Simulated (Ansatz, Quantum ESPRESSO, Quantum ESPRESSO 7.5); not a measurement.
# Band edges of 1T-GeBr2, 1 layer under strain

Aim: band edges, gap and stiffness of 1T-GeBr2, 1 layer under biaxial strain.

Calculated with Quantum ESPRESSO 7.5; plane-wave DFT, PBE, GBRV ultrasoft pseudopotentials (geometry by Ansatz 0.2.0 with PAW datasets; geometry under PBE).

## (1) Set-up

The cell holds 3 atoms: 2 Br and 1 Ge. Its edges and angles: a = 3.289 Å, b = 3.289 Å, c = 17.803 Å, α = 90.0°, β = 90.0°, γ = 120.0°. It derives from GeBr2. Vacuum lies along c.

This sheet is a model structure: its symmetry is held, and its stability is not tested here.

## (2) Relaxation with Ansatz

A relaxation in Ansatz fixes the structure of this slab for the runs on it.

Contents of input.yaml:

```yaml
crystal:
  lattice:
    - [3.28874, 0.0, 0.0]
    - [-1.64437, 2.8481323864, 0.0]
    - [0.0, 0.0, 17.8030909635]
  atoms:
    - { symbol: Br, position: [0.6666666667, 0.3333333333, 0.4212751603] }
    - { symbol: Ge, position: [0.0, 0.0, 0.5] }
    - { symbol: Br, position: [0.3333333333, 0.6666666667, 0.5787248397] }
kpoints:
  mp_grid: { grid: [12, 12, 1] }
hamiltonian:
  xc: pbe
scf:
  occupations: { method: fermi_dirac, width: 0.05 }
  convergence: { dr2_threshold: 1.0e-08 }
efield:
  axis: 3
  dipole_correction: true
  ramp_position: 0.97
  ramp_width: 0.04
relax:
  f_tol: 0.01
  cell: { fix: [c, alpha, beta] }
output:
  write_potential: true
  write_density: true
  volumetric_format: npy
```

Launch:

```
> ansatz run input.yaml --threads 2 --pin off --max-ram 4096MiB --backend cpu --events-out ev --progress --plain --runs-dir out
```

Numbers of over 12 decimals in the logs are rounded to 6 here.

Log:

```text
Warning: relax.cell: scf.convergence.dr2_threshold = 1e-8 eV is looser than the 3e-10 eV advised for a relaxation that steers and ends on the stress (1e-10 eV for each atom of the cell: 3). What an SCF threshold leaves in a stress goes as its square root, and in the free energy as the threshold itself, and one threshold admits the most on a small cell: [figures from the program's tests cut] Set scf.convergence.dr2_threshold to 3e-10 eV or tighter. The threshold is an SCF's pass mark: one that does not reach it within its budget of iterations ends unconverged, or closes short of it on a stop that the run arms, and scf.convergence.dr2_threshold's page says what that costs each kind of run
Engine: ansatz 0.2.0, aarch64-unknown-linux-gnu
Pseudopotentials: kind: paw
Pseudopotential: Br, paw, valence charge 7, recommended cutoff 420 eV (normal), Br.paw.azcp
Pseudopotential: Ge, paw, valence charge 14, recommended cutoff 420 eV (normal), Ge.paw.azcp
Functional definition: PBE
  parameter kappa = 0.804
  parameter beta = 0.066725
  exchange = pbe_x(kappa = kappa, mu = beta*pi^2/3)
  correlation = pbe_c(beta = beta)
Crystal: 3 atoms, lattice volume = 166.757 Å³
Basis set: ecut = 420 eV, 3323 PW (Γ), exchange–correlation on 48×48×240 points (8 copies of the dense FFT grid, shifted against one another)
Bands: 18, of which v1, the nominal top of the filled ones, is band 14 counted from 1 (13 counted from 0)
Symmetry: 6 space group operations
k-points: 19 of 144 (time reversal used)
Non-local potential: Br, projectors of the file, l = 0: 2, l = 1: 2, l = 2: 2
Non-local potential: Ge, projectors of the file, l = 0: 2, l = 1: 2, l = 2: 3, l = 3: 1
PAW form: soft (Blöchl's): semilocal exchange-correlation on the pseudo side does not see the compensation charge
PAW one-centre angular grid: Br, 110 points (default); XC on 64 Gauss nodes
PAW one-centre angular grid: Ge, 590 points (default); XC on 64 Gauss nodes
Initial density: superposition of atomic densities (neutral atoms: chi_scale 0, normalization atom), corrected by the library's trained network
Initial wavefunctions: pseudopotential atomic-orbital guess
Functional: x = pbe(κ = 0.804, μ = 0.219515), c = pbe(β = 0.066725)
SCF iter   1: F=—  HF=-9858.417926 eV  |F-HF|=—  |Δ(HF+E_count)|=         —  Δρ=2.31e-3  dr2=1.40e-2  ethr=1.77e-3  p=0.000 e·Å  D=5.40e-4 V/Å  ΔV_dip=-0.01 eV  dr2_dipole=1.30e-6  V_vac-E_F(+/−)=2.20/2.21 eV  ⟨swp⟩=9.7  Hψ=2465  notcnv=0
efield: sawtooth ramp at fractional position 0.9700 (set: `efield.ramp_position`, or a place that a band, a saddle search or an elastic batch's reference lends), width 0.0400; the density the first Hamiltonian is built on has a dipole p = 0.000 e·Å; the dipole correction subtracts the counter field D = 5.40e-4 V/Å, which shifts the + side's vacuum level by -0.01 eV against the − side's; the planar-averaged density in the ramp window peaks in size at 5.7e-5 e/Å³
preconditioner: auto → none  [insulator: Δε(μ)=1.073 eV  Ē_g=12.026 eV  σ=0.050 eV  W_gap=1.00  n_scr=10 (ndim 8)  ℏωp=12.1 eV  f_vac=0.640  D(μ)=0.00/eV (n_scr^D=0)  ε∞_Penn≈2.0]
SCF iter   2: F=—  HF=-9858.417947 eV  |F-HF|=—  |Δ(HF+E_count)|=   2.16e-5  Δρ=1.35e-3  dr2=4.18e-3  ethr=4.99e-5  p=-0.000 e·Å  D=-2.99e-4 V/Å  ΔV_dip=0.01 eV  dr2_dipole=1.03e-5  V_vac-E_F(+/−)=2.45/2.45 eV  ⟨swp⟩=2.8  Hψ=885  notcnv=0
SCF iter   3: F=—  HF=-9858.418502 eV  |F-HF|=—  |Δ(HF+E_count)|=   5.55e-4  Δρ=7.12e-4  dr2=1.96e-3  ethr=1.49e-5  p=0.002 e·Å  D=1.76e-3 V/Å  ΔV_dip=-0.03 eV  dr2_dipole=1.36e-4  V_vac-E_F(+/−)=2.38/2.41 eV  ⟨swp⟩=2.6  Hψ=552  notcnv=0
SCF iter   4: F=—  HF=-9858.419317 eV  |F-HF|=—  |Δ(HF+E_count)|=   8.15e-4  Δρ=4.85e-4  dr2=3.67e-3  ethr=6.99e-6  p=-0.004 e·Å  D=-4.79e-3 V/Å  ΔV_dip=0.09 eV  dr2_dipole=1.14e-3  V_vac-E_F(+/−)=2.51/2.42 eV  ⟨swp⟩=3.3  Hψ=653  notcnv=0
SCF iter   5: F=—  HF=-9858.418982 eV  |F-HF|=—  |Δ(HF+E_count)|=   3.35e-4  Δρ=1.96e-4  dr2=1.39e-4  ethr=6.99e-6  p=0.001 e·Å  D=8.55e-4 V/Å  ΔV_dip=-0.02 eV  dr2_dipole=3.11e-5  V_vac-E_F(+/−)=2.47/2.48 eV  ⟨swp⟩=2.1  Hψ=447  notcnv=0
SCF iter   6: F=—  HF=-9858.419045 eV  |F-HF|=—  |Δ(HF+E_count)|=   6.30e-5  Δρ=8.28e-5  dr2=1.54e-5  ethr=4.97e-7  p=0.000 e·Å  D=2.26e-4 V/Å  ΔV_dip=-0.00 eV  dr2_dipole=1.94e-6  V_vac-E_F(+/−)=2.48/2.49 eV  ⟨swp⟩=1.8  Hψ=434  notcnv=0
SCF iter   7: F=—  HF=-9858.419064 eV  |F-HF|=—  |Δ(HF+E_count)|=   1.92e-5  Δρ=1.61e-5  dr2=4.28e-7  ethr=5.49e-8  p=-0.000 e·Å  D=-6.58e-6 V/Å  ΔV_dip=0.00 eV  dr2_dipole=2.82e-9  V_vac-E_F(+/−)=2.49/2.49 eV  ⟨swp⟩=2.3  Hψ=491  notcnv=0
SCF iter   8: F=—  HF=-9858.419031 eV  |F-HF|=—  |Δ(HF+E_count)|=   3.29e-5  Δρ=4.75e-6  dr2=2.67e-8  ethr=1.53e-9  p=0.000 e·Å  D=1.36e-5 V/Å  ΔV_dip=-0.00 eV  dr2_dipole=7.19e-11  V_vac-E_F(+/−)=2.49/2.49 eV  ⟨swp⟩=2.4  Hψ=628  notcnv=0
SCF iter   9: F=-9858.419031 eV  HF=-9858.419031 eV  |F-HF|=2.39e-9  |Δ(HF+E_count)|=   5.66e-9  Δρ=1.00e-6  dr2=3.27e-9  ethr=3.57e-11  p=0.000 e·Å  D=5.14e-6 V/Å  ΔV_dip=-0.00 eV  dr2_dipole=9.18e-11  V_vac-E_F(+/−)=2.49/2.49 eV  ⟨swp⟩=11.0  Hψ=2660  notcnv=0
SCF 1 converged in 9 iterations: F = -9858.419031 eV  dr2 = 3.27e-9
  greatest PAW one-centre occupation: 0.999 electrons in one spin orbital (limit 2), on the Ge atom at site 1 (counted from 0), in its partial waves of l = 2
relax step   1: F+E_penalty+E_count = -9858.41903136 eV  Δ(F+E_penalty+E_count) = +0.000e0 eV  max|allowed force component| = 5.946e0 eV/Å  Δτ_max = 0.0000 Å  P = +18.854 GPa  Ω = 166.757 Å³  fix = [c, alpha, beta]  reactions: c +16.014 GPa  (9 SCF iters, accepted)
Crystal: 3 atoms, lattice volume = 177.686 Å³
Basis set: ecut = 420 eV, 3503 PW (Γ), exchange–correlation on 48×48×240 points (8 copies of the dense FFT grid, shifted against one another)
Initial density: handed on by an earlier stage of this run
Initial wavefunctions: those handed on with the density
iter 1 solved again at ethr=7.11e-4 eV; its pass at ethr=3.10e-3 eV (dr2=1.99e-1 eV) is discarded
SCF iter   1: F=—  HF=-9861.178978 eV  |F-HF|=—  |Δ(HF+E_count)|=         —  Δρ=6.01e-3  dr2=1.98e-1  ethr=7.11e-4  p=0.000 e·Å  D=4.26e-6 V/Å  ΔV_dip=-0.00 eV  dr2_dipole=3.10e-10  V_vac-E_F(+/−)=2.95/2.95 eV  ⟨swp⟩=1.5  Hψ=2433  notcnv=0
[...]
relax step   7: F+E_penalty+E_count = -9862.97170755 eV  Δ(F+E_penalty+E_count) = -5.593e-5 eV  max|allowed force component| = 2.818e-3 eV/Å  Δτ_max = 0.0029 Å  P = -0.039 GPa  Ω = 236.654 Å³  energy of the carried Pulay correction = -4.172e-3 eV  fix = [c, alpha, beta]  reactions: c -0.119 GPa  (6 SCF iters, accepted)
relax step   8: F+E_penalty+E_count = -9863.04900503 eV  Δ(F+E_penalty+E_count) = -7.730e-2 eV  max|allowed force component| = 3.350e-3 eV/Å  Δτ_max = 0.0000 Å  P = +0.488 GPa  Ω = 236.654 Å³  fix = [c, alpha, beta]  reactions: c +0.008 GPa  stress off target by 7.28e-1 GPa on what of the cell is left free  SCF on the basis re-selected at this cell (its energy is not comparable with the rows above)  (8 SCF iters)
relax step   9: F+E_penalty+E_count = -9863.07760686 eV  Δ(F+E_penalty+E_count) = -2.860e-2 eV  max|allowed force component| = 5.084e-3 eV/Å  Δτ_max = 0.0328 Å  P = +0.233 GPa  Ω = 245.291 Å³  energy of the carried Pulay correction = -3.299e-4 eV  fix = [c, alpha, beta]  reactions: c -0.008 GPa  (8 SCF iters, accepted)
relax step  10: F+E_penalty+E_count = -9863.08794327 eV  Δ(F+E_penalty+E_count) = -1.034e-2 eV  max|allowed force component| = 4.186e-3 eV/Å  Δτ_max = 0.0436 Å  P = -0.002 GPa  Ω = 255.829 Å³  energy of the carried Pulay correction = -9.204e-4 eV  fix = [c, alpha, beta]  reactions: c +0.015 GPa  (8 SCF iters, accepted)
Basis set: ecut = 420 eV, 4991 PW (Γ), exchange–correlation on 60×60×240 points (8 copies of the dense FFT grid, shifted against one another)
iter 1 solved again at ethr=5.29e-7 eV; its pass at ethr=3.10e-3 eV (dr2=1.48e-4 eV) is discarded
SCF iter   1: F=—  HF=-9863.065291 eV  |F-HF|=—  |Δ(HF+E_count)|=         —  Δρ=6.05e-4  dr2=2.85e-5  ethr=5.29e-7  p=0.000 e·Å  D=7.56e-6 V/Å  ΔV_dip=-0.00 eV  dr2_dipole=5.56e-12  V_vac-E_F(+/−)=5.36/5.36 eV  ⟨swp⟩=3.3  Hψ=2985  notcnv=0
efield: sawtooth ramp at fractional position 0.9700 (set: `efield.ramp_position`, or a place that a band, a saddle search or an elastic batch's reference lends), width 0.0400; the density the first Hamiltonian is built on has a dipole p = 0.000 e·Å; the dipole correction subtracts the counter field D = 7.56e-6 V/Å, which shifts the + side's vacuum level by -0.00 eV against the − side's; the planar-averaged density in the ramp window peaks in size at 8.3e-6 e/Å³
preconditioner: auto → Resta (q_TF=auto, 1.887 Å⁻¹)  ε∞=2.0  [insulator: Δε(μ)=2.344 eV  Ē_g=9.708 eV  σ=0.050 eV  W_gap=1.00  n_scr=28 (ndim 8)  ℏωp=9.8 eV  f_vac=0.629  D(μ)=0.00/eV (n_scr^D=0)  ε∞_Penn≈2.0  vacuum switching on, ρ_ref=6.8e-3 e/Å³]
SCF iter   2: F=—  HF=-9863.081235 eV  |F-HF|=—  |Δ(HF+E_count)|=   1.59e-2  Δρ=3.03e-4  dr2=8.59e-6  ethr=1.02e-7  p=0.000 e·Å  D=6.91e-6 V/Å  ΔV_dip=-0.00 eV  dr2_dipole=1.25e-11  V_vac-E_F(+/−)=5.36/5.36 eV  ⟨swp⟩=2.3  Hψ=595  notcnv=0
SCF iter   3: F=—  HF=-9863.086942 eV  |F-HF|=—  |Δ(HF+E_count)|=   5.71e-3  Δρ=1.25e-4  dr2=1.24e-6  ethr=3.07e-8  p=0.000 e·Å  D=8.18e-6 V/Å  ΔV_dip=-0.00 eV  dr2_dipole=2.76e-11  V_vac-E_F(+/−)=5.36/5.36 eV  ⟨swp⟩=2.1  Hψ=545  notcnv=0
SCF iter   4: F=—  HF=-9863.088474 eV  |F-HF|=—  |Δ(HF+E_count)|=   1.53e-3  Δρ=1.22e-5  dr2=4.89e-8  ethr=4.44e-9  p=0.000 e·Å  D=5.37e-6 V/Å  ΔV_dip=-0.00 eV  dr2_dipole=2.03e-10  V_vac-E_F(+/−)=5.36/5.36 eV  ⟨swp⟩=3.2  Hψ=789  notcnv=0
SCF iter   5: F=—  HF=-9863.088503 eV  |F-HF|=—  |Δ(HF+E_count)|=   2.96e-5  Δρ=1.89e-6  dr2=1.10e-8  ethr=3.57e-11  p=0.000 e·Å  D=1.26e-5 V/Å  ΔV_dip=-0.00 eV  dr2_dipole=1.31e-9  V_vac-E_F(+/−)=5.36/5.36 eV  ⟨swp⟩=14.2  Hψ=2990  notcnv=0
SCF iter   6: F=-9863.088504 eV  HF=-9863.088504 eV  |F-HF|=3.75e-10  |Δ(HF+E_count)|=   5.32e-7  Δρ=8.10e-7  dr2=7.01e-9  ethr=3.57e-11  p=0.000 e·Å  D=1.63e-6 V/Å  ΔV_dip=-0.00 eV  dr2_dipole=1.65e-9  V_vac-E_F(+/−)=5.36/5.36 eV  ⟨swp⟩=10.8  Hψ=2434  notcnv=0
SCF 11 converged in 6 iterations: F = -9863.088504 eV  dr2 = 7.01e-9
relax step  11: F+E_penalty+E_count = -9863.08850370 eV  Δ(F+E_penalty+E_count) = -5.604e-4 eV  max|allowed force component| = 4.142e-3 eV/Å  Δτ_max = 0.0000 Å  P = -0.007 GPa  Ω = 255.829 Å³  fix = [c, alpha, beta]  reactions: c +0.008 GPa  stress off target by 1.53e-2 GPa on what of the cell is left free  SCF on the basis re-selected at this cell (its energy is not comparable with the rows above)  (6 SCF iters)
basis re-selected at this cell: Δ(F+E_penalty+E_count) = -5.604e-4 eV, ΔP = -0.006 GPa vs the last step (what re-selecting the basis moved, of the pressure what is left beyond the Pulay correction that the steps carried, after the strain that the cell walked since its last selection, with what the two solves' SCF thresholds leave and, on support functions, any second-order correction that the steps lacked; it is no measure of the basis error at this ecutwfc). The dense FFT grid was sized anew with the basis: this SCF ran on 30×30×120 points, the steps before it on 27×27×120, so part of this shift can come from that change (see relax.cell in the input reference). [rest of the remark cut]
SCF converged after 6 iterations
Free energy (F): -9863.088504 eV
Harris-Foulkes:  -9863.088504 eV  (|F-HF|=3.75e-10)
Internal energy: -9863.088504 eV  (E = F + TS)
E sigma→0 (E₀):  -9863.088504 eV
Fermi energy:    -1.913483 eV
Dipole field:    D = 0.000050 V/Å  (p = 0.000071 e·Å, saw-weighted, corrected)
Work function:   Φ+ = 5.3584 eV   Φ− = 5.3593 eV
Levels:          The Fermi level and band energies are counted from a zero that moves with the ramp; work functions are not
--- Per-component energies (eV) ---
  E_band       = -418.507181
  E_kinetic    = 372.612819
  E_local      = -11435.939939  (includes V_loc(G=0)·N_el)
  E_nonlocal   = 551.951995
  E_hartree    = 5341.561085
  E_xc         = -602.333665
  E_vxc        = -268.433341  (∫ρ·V_xc dr)
  E_paw        = -6505.503861  (= ΣΔE_a)
  E_vpaw       = -321.820279  (= ΣTr[D̂ρ^β])
  E_aug_tail   = 0.000254  (compensation charges beyond the density's cutoff)
  E_efield     = 0.000000  (sawtooth field / dipole correction)
  E_vefield    = -0.000249  (∫n·V_field dr)
  E_ewald      = 2414.562810
  E_smearing   = -0.000000  (= −TS)
  E_closure    = 0.000000  (closes the sum)
  Σ components = -9863.088504   (vs F -9863.088504, Δ=0.00e0)
--- Forces (eV/Å), atoms counted from 1 ---
  atom   1  Br     0.00000000     0.00000000    -0.00414028
  atom   2  Ge     0.00000000     0.00000000     0.00006558
  atom   3  Br     0.00000000    -0.00000000     0.00407883
  max |Σ_I F_I| component: 4.12e-6 eV/Å
--- Stress (GPa, compression-positive) ---
       -0.015330       0.000000      -0.000000
        0.000000      -0.015330       0.000000
        0.000000       0.000000       0.008262
  P = ⅓ Tr σ = -0.0075 GPa (-0.075 kbar)
--- Band table (eV; the first three rows and the last of 19) ---
  k-point 0: bands = [... 10 lower, -4.4998, -4.3626, -4.3626, -3.6851, -0.8269, 0.3815, 0.3815, 2.8658]
  k-point 1: bands = [... 10 lower, -4.6362, -4.5191, -4.2967, -3.4421, -0.5816, 0.3254, 0.4587, 2.9983]
  k-point 2: bands = [... 10 lower, -4.9008, -4.5978, -4.2724, -3.2161, -0.2190, 0.4786, 0.6509, 3.2748]
  k-point 18: bands = [... 10 lower, -6.0511, -4.6123, -4.6123, -3.2132, 1.0432, 1.0432, 1.5555, 5.0806]
--- Relaxed structure (9 steps of the walk, 9 accepted, 2 SCFs on fresh bases) ---
  F+E_penalty+E_count = -9863.08850370 eV   max|allowed force component| = 4.142e-3 eV/Å   (the final SCF, on the basis selected at the relaxed cell)
  cell:  # Å, volume = 255.8291 Å³
    - [4.073446, 0, 0]
    - [-2.036723, 3.527707, 0]
    - [0, 0, 17.8030909635]
  atoms:
    - { symbol: Br, position: [0.666667, 0.333333, 0.409959] }
    - { symbol: Ge, position: [0, 0, 0.500000] }
    - { symbol: Br, position: [0.333333, 0.666667, 0.590040] }
```

Run time: 57 s. Hardware: 2 threads of Arm Neoverse N1, shared host; peak memory 0.47 GiB; 1.9 min of CPU time.

Step by step:

| step | energy less that of the first step (eV) | largest force component (eV/Å) | pressure (GPa) | volume (Å³) |
| --- | --- | --- | --- | --- |
| 1 | 0.0000 | 5.9464 | 18.85 | 166.76 |
| 2 | -2.7195 | 2.8244 | 9.96 | 177.69 |
| 3 | -3.9588 | 1.0111 | 4.41 | 194.82 |
| 4 | -4.3965 | 0.3485 | 1.88 | 213.20 |
| 5 | -4.5460 | 0.0873 | 0.36 | 231.92 |
| 6 | -4.5526 | 0.0132 | -0.03 | 236.86 |
| 7 | -4.5527 | 0.0028 | -0.04 | 236.65 |
| 8* | -4.6300 | 0.0034 | 0.49 | 236.65 |
| 9 | -4.6586 | 0.0051 | 0.23 | 245.29 |
| 10 | -4.6689 | 0.0042 | 0.00 | 255.83 |
| 11* | -4.6695 | 0.0041 | -0.01 | 255.83 |

Relaxation steps marked * repeat the geometry before them on a plane-wave basis chosen anew for their cell, so energy and pressure can jump there.

```
cell as run  before  after   change
      a (Å)   3.289  4.073  +23.9 %
      b (Å)   3.289  4.073  +23.9 %
```

The atoms that moved most (Å, along periodic axes as changes of fractional coordinates times the final cell, across vacuum about the mean position):

| atom | dx | dy | dz | length |
| --- | --- | --- | --- | --- |
| Br1 | 0.000 | 0.000 | -0.201 | 0.201 |
| Br3 | 0.000 | 0.000 | 0.201 | 0.201 |

Final coordinates:

```xyz
3
Lattice="4.0734 0.0000 0.0000 -2.0367 3.5277 0.0000 0.0000 0.0000 17.8031" Properties=species:S:1:pos:R:3
Br    2.0367    1.1759    7.2985
Ge    0.0000    0.0000    8.9015
Br    0.0000    2.3518   10.5045
```

Read from the output:

```
free energy                                                      : -9863.0885 eV
Fermi energy                                                     : -1.913 eV
gap by band count                                                : 2.344 eV
symmetry operations                                              : 6
dipole along the normal                                          : 7.06e-5 e·Å
vacuum level at the upper face over a Fermi level inside the gap : 5.358 eV
vacuum level at the lower face over a Fermi level inside the gap : 5.359 eV
```

(Part 1 of 2 ends here.)

[Logs are printed without paths, hosts, clocks, repeated set-up lines and the standing remarks that a program may print on its own settings, such as how far it seeks lower states.]

[Hosts, paths, dates, database ids (printed as entryN), source tags and the programs' standing remarks are cut or masked in the printed files.]

[Maps of the electrostatic potential energy from Ansatz leave out the sawtooth potential of an applied field or a dipole correction, so their vacuum need not be flat; planar profiles and work functions include it.]
